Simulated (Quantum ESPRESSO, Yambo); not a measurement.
# Quasiparticle gap of H (I4/mmm) in Yambo, part 2 of 3

How does a plane-wave GW calculation on H (I4/mmm) run from the first input to the gap?

Quantum ESPRESSO 7.5 and Yambo 5.3.0; PBEsol and many-body steps on it, plane waves. Known limits of the many-body steps: not at the basis limit; coarse k mesh.

So far. Step 2 (Ground state): The gap is indirect, with the least direct gap 0.22 eV higher. Step 3 (Bands along the symmetry lines): The gap is 9.437 eV, −0.002 eV from the run before at this level.

### Step 4. Empty states on the mesh, 4×4×4 mesh, 79 bands

Level of this step: DFT, PBEsol, plane waves, norm-conserving pseudopotentials (Quantum ESPRESSO).

The sums over transitions need many empty states on a uniform mesh; this step solves for them.

File pw.in:

```
&control
  calculation = 'nscf'
  prefix = 'x'
  outdir = 'o'
  pseudo_dir = 'pseudo'
/
&system
  ibrav = 0
  nat = 2
  ntyp = 1
  ecutwfc = 64.0
  nbnd = 79
  force_symmorphic = .true.
/
&electrons
  conv_thr = 1e-9
  electron_maxstep = 80
  diago_full_acc = .true.
  diago_thr_init = 5e-6
/
ATOMIC_SPECIES
  H 1.008 H.upf
CELL_PARAMETERS angstrom
  -2.1590258100 2.1590258100 1.8533590600
  2.1590258100 -2.1590258100 1.8533590600
  2.1590258100 2.1590258100 -1.8533590600
ATOMIC_POSITIONS crystal
  H 0.8999455600 0.8999455600 0.0000000000
  H 0.1000544400 0.1000544400 0.0000000000
K_POINTS automatic
  4 4 4 0 0 0
```

Started as:

```
$ OMP_NUM_THREADS=1 mpirun -n 4 pw.x -nk 4 -in pw.in > pw.out
```

The log of the run:

```text
[banner, memory and clock lines left out]
Program PWSCF v.7.5 starts

     Atomic positions and unit cell read from directory:
     o/x.save/

     Message from routine setup:
     using ibrav=0 with symmetry is DISCOURAGED, use correct ibrav instead

     G-vector sticks info

     bravais-lattice index     =            0
     lattice parameter (alat)  =       6.7497  a.u.
     unit-cell volume          =     233.2018 (a.u.)^3
     number of atoms/cell      =            2
     number of atomic types    =            1
     number of electrons       =         2.00
     number of Kohn-Sham states=           79
     kinetic-energy cutoff     =      64.0000  Ry
     charge density cutoff     =     256.0000  Ry
     Exchange-correlation= PBESOL
                           (   1   4  10   8   0   0   0)

     celldm(1)=   6.749716  celldm(2)=   0.000000  celldm(3)=   0.000000
     celldm(4)=   0.000000  celldm(5)=   0.000000  celldm(6)=   0.000000

     crystal axes: (cart. coord. in units of alat)
               a(1) = (  -0.604465   0.604465   0.518887 )
               a(2) = (   0.604465  -0.604465   0.518887 )
               a(3) = (   0.604465   0.604465  -0.518887 )

     reciprocal axes: (cart. coord. in units 2 pi/alat)
               b(1) = ( -0.000000  0.827178  0.963601 )
               b(2) = (  0.827178 -0.000000  0.963601 )
               b(3) = (  0.827178  0.827178  0.000000 )
     Pseudo is Norm-conserving, Zval =  1.0
     Generated using ONCVPSP code by D. R. Hamann
     Using radial grid of 1180 points,  3 beta functions with:
     H                 1.00     1.00800     H ( 1.00)

     16 Sym. Ops., with inversion, found

   Cartesian axes

     site n.     atom                  positions (alat units)
         1        H      tau(   1) = (  -0.0000000  -0.0000000   0.9339405  )
         2        H      tau(   2) = (  -0.0000000  -0.0000000   0.1038339  )

     number of k points=    13
                       cart. coord. in units 2pi/alat
        k(    1) = (   0.0000000   0.0000000   0.0000000), wk =   0.0312500
        k(    2) = (   0.2067944   0.2067944   0.0000000), wk =   0.1250000
        k(    3) = (  -0.4135888  -0.4135888   0.0000000), wk =   0.0625000
[...]
k(   12) = (  -0.6203832  -0.2067944   0.0000000), wk =   0.1250000
        k(   13) = (  -0.8271776  -0.8271776  -0.9636006), wk =   0.0312500

     Dense  grid:    16169 G-vectors     FFT dimensions: (  36,  36,  36)

     The potential is recalculated from file :
     o/x.save/charge-density

     Starting wfcs are    2 randomized atomic wfcs +   77 random wfcs

     Band Structure Calculation

     End of band structure calculation

          k = 0.0000 0.0000 0.0000 (  2041 PWs)   bands (ev):

    -9.9530   3.0137   7.1595  10.9318  10.9318  13.2477  14.0113  15.4843
    15.4843  16.1518  16.1518  17.2122  17.3342  26.7913  28.0913  28.0913
    28.5208  34.6878  37.9343  41.6421  42.4333  44.5418  44.5418  44.9601
[...]
96.5565 101.6449 102.4147 102.4147 102.4878 102.8429 102.8429

          k = 0.2068 0.2068 0.0000 (  2025 PWs)   bands (ev):

[...]
92.6581  94.0572  94.0750  94.7641  94.7872  94.8574  95.8503

          k =-0.4136-0.4136 0.0000 (  2010 PWs)   bands (ev):

[...]
76.2820  76.4042  76.5770  76.7234  76.9248  76.9550  76.9638  76.9726
    88.9766  91.2000  91.8002  91.9561  92.1380  92.2183  92.3084  92.4443
    93.8014  95.3463  95.6452  95.9091  95.9990  96.5425  96.9140

          k = 0.2068-0.0000 0.2409 (  2019 PWs)   bands (ev):

     [... further k-points ...]

     highest occupied, lowest unoccupied level (ev):    -8.8189    0.6206

     XML data file, pseudopotentials, collected wavefunctions
```

Wall time 4.5 s (4 MPI ranks of Arm Neoverse V1, shared host); peak memory 0.23 GiB; 18 s of CPU time.

This step gave:

| Item | Value |
| --- | --- |
| gap | 9.440 eV |
| k of the valence top | -0.5, -0.5, -0.5 |
| k of the conduction bottom | 0, -0.5, 0 |
| least direct gap | 9.657 eV |
| k points computed | 13 |
| lowest point of the top converged band, above the valence top | 97.2750 eV |

On this mesh the gap is 9.440 eV.

### Step 5. Conversion and set-up

This step: Yambo 5.3.0; conversion and set-up on PBEsol, plane waves, norm-conserving pseudopotentials.

The states are converted to the many-body program's format and the q mesh is built.

Started as:

```
$ (cd o/x.save; p2y > p2y.log; mv SAVE ../..); yambo > setup.log
```

The log of the run:

```text
 Yambo, version 5.3.0

 [02] CORE Variables Setup
 =========================

  [02.01] Unit cells
  ==================

  Cell kind             :  Unknown
  Atoms in the cell     :  H
  number of H  atoms    :  2

  List of atomic masses
  Mass of H     :  1.008000

  List of atomic coordinates    : [cc]
  H1       : -0.77743E-18 -0.77743E-18   6.3038      order 1
  H2       : -0.18793E-16 -0.18793E-16  0.70085      order 2

  Alat factors          :  4.079967  4.079967  4.079967 [a.u.]
  Direct lattice volume :  233.2018 [a.u.]
  Direct lattice vectors:  A[ 1 ]  A[ 2 ]  A[ 3 ]
   A[ 1 ]: -1.000000  1.000000  0.858424  [iru]
  -4.079967  4.079967  3.502341  [cc]
   A[ 2 ]:  1.000000 -1.000000  0.858424  [iru]
   4.079967 -4.079967  3.502341  [cc]
   A[ 3 ]:  1.000000  1.000000 -0.858424  [iru]
   4.079967  4.079967 -3.502341  [cc]

  Recip. lattice volume :  1.063672 [a.u.]
  Recip. lattice vectors:  B[ 1 ]  B[ 2 ]  B[ 3 ]
   B[ 1 ]: -0.78208E-17  0.50000      0.58246      [iku]
  -0.12044E-16  0.77000      0.89700      [cc]
   B[ 2 ]:  0.50000     -0.78208E-17  0.58246      [iku]
   0.77000     -0.12044E-16  0.89700      [cc]
   B[ 3 ]:  0.50000      0.50000     -0.19799E-16  [iku]
   0.77000      0.77000     -0.30490E-16  [cc]

  [02.02] Symmetries
  ==================

  Inversion symmetry    : yes
  Spatial inversion     : yes
  Inversion index       :   9
  K-space Time-reversal : no
  Magnetic symmetries   : no
  Group table correct   : yes
  Symmetries units      :  [cc]

   [S  1]:   1.0000     -0.10533E-16  0.12498E-17 -0.10533E-16   1.0000      0.12498E-17  0.76820E-17 -0.47279E-16   1.0000
   [S  2]:  -1.0000      0.10533E-16  0.12498E-17  0.10533E-16  -1.0000      0.12498E-17 -0.76820E-17  0.47279E-16   1.0000
   [S  3]:  -1.0000     -0.10533E-16 -0.12498E-17  0.10533E-16   1.0000     -0.12498E-17 -0.76820E-17 -0.47279E-16  -1.0000
[...]
[... 4 further rows ...]
   [S 15]:  0.10533E-16   1.0000     -0.12498E-17  -1.0000     -0.10533E-16 -0.12498E-17  0.47279E-16  0.76820E-17  -1.0000
   [S 16]: -0.10533E-16  -1.0000     -0.12498E-17   1.0000      0.10533E-16 -0.12498E-17 -0.47279E-16 -0.76820E-17  -1.0000

  [02.03] Reciprocal space
  ========================

  nG shells         :  1004
  nG charge         :  16169
  nG WFs            :   3231
  nC WFs            :  2041
  G-vecs. in first 80 shells:  [ Number ]
     1    5   13   17   19   35   43   47   55
    63   71   79   87  103  119  123  139  143
   159  167  175  183  185  193  201  217  233
[...]
807   815   831   855   863   879   895   911
  ...
  Shell energy in first 80 shells:  [ mHa ]
[...]
13911.5      14144.6      14482.9      14589.5      14822.7      14928.5      15075.8      15097.3      15415.6
    15668.7      15775.3      15923.3      16114.3      16431.9      16516.3      16854.5      16961.1      17024.8
[...]
K [ 8]         [rlu]:  0.250000  0.250000  0.250000
[...]
K [ 9]         [rlu]:  0.250000  0.250000 -0.250000
[...]
K [10]         [rlu]:  0.250000 -0.500000 -0.500000
[...]
K [11]         [rlu]:  0.250000 -0.250000  0.250000
[...]
K [12]         [rlu]:  0.250000 -0.250000 -0.500000
         WF components:  1994
  K [13]         [rlu]: -0.500000 -0.500000 -0.500000
         WF components:  2036

  [02.05] Energies & Occupations
  ==============================

  [X] === General ===
  [X] Electronic Temperature                        :  0.000000  0.000000 [eV K]
  [X] Bosonic    Temperature                        :  0.000000  0.000000 [eV K]
  [X] Finite Temperature mode                       : no
  [X] El. density                                   :  0.57876E+23 [cm-3]
  [X] Fermi Level                                   : -8.818905 [eV]

  [X] === Gaps and Widths ===
  [X] Conduction Band Min                           :  9.439511 [eV]
  [X] Valence Band Max                              :  0.000000 [eV]
  [X] Filled Bands                                  :  1
  [X] Empty Bands                                   :    2   79
  [X] Direct Gap                                    :  9.657410 [eV]
  [X] Direct Gap localized at k                     :   6
  [X] Indirect Gap                                  :  9.439511 [eV]
  [X] Indirect Gap between kpts                     :  13   6
  [X] Last valence band width                       :  1.134074 [eV]
  [X] 1st conduction band width                     :  3.663912 [eV]

  E @ K [ 1]:  [eV]
   -1.13407  11.83264  15.97842  19.75073  19.75073  22.06658  22.83022  24.30322
  occ @ K [ 1]
[...]
E @ K [ 2]:  [eV]
[...]
occ @ K [ 2]
[...]
E @ K [ 3]:  [eV]
[...]
occ @ K [ 3]
[...]
E @ K [ 8]:  [eV]
[...]
occ @ K [ 8]
[...]
E @ K [ 9]:  [eV]
[...]
occ @ K [ 9]
[...]
E @ K [10]:  [eV]
[...]
occ @ K [10]
[...]
E @ K [11]:  [eV]
[...]
occ @ K [11]
[...]
E @ K [12]:  [eV]
[...]
occ @ K [12]
[...]
E @ K [13]:  [eV]
    0.00000  13.10342  13.14742  13.14742  15.16664  16.27099  26.41988  27.13197
  occ @ K [13]
   2.000000  0.000000  0.000000  0.000000  0.000000  0.000000  0.000000  0.000000

 [03] Transferred momenta grid and indexing
 ==========================================

 IBZ Q-points                                      :  13
 BZ  Q-points                                      :   64

 K/Q-points units:
 rlu = crystal or reduced units; cc = cartesian coordinates; iku = interal k-units

 Q [ 1]         [rlu]:  0.000000  0.000000  0.000000
 Q [ 2]         [rlu]:  0.73452E-17 -0.15307E-16  0.25000
 Q [ 3]         [rlu]: -0.14690E-16  0.30613E-16 -0.50000
[...]
Q [ 8]         [rlu]:  0.250000  0.250000  0.250000
 Q [ 9]         [rlu]:  0.250000  0.250000 -0.250000
 Q [10]         [rlu]:  0.250000 -0.500000  0.500000
 Q [11]         [rlu]:  0.250000 -0.250000  0.250000
 Q [12]         [rlu]:  0.250000 -0.250000 -0.500000
 Q [13]         [rlu]:  0.500000 -0.500000  0.500000

  [03.01] X indexes
  =================

   [03.01.01] Sigma indexes
   ========================

 [06] Game Over & Game summary
```

The job ended after 1.5 s (1 MPI rank; peak memory 0.23 GiB).

[end of part 2 of 3]

[Paths, hosts, dates, memory and timing lines, banners, echoed tables and standing remarks are left out of the program output.]

[Logs are printed without paths, hosts, clocks, repeated set-up lines and the standing remarks that a program may print on its own settings, such as how far it seeks lower states.]

[Runs of the session that timed out or met a known fault of the program may be left out.]

[Hosts, paths, dates, database ids (printed as entryN), source tags and the programs' standing remarks are cut or masked in the printed files.]
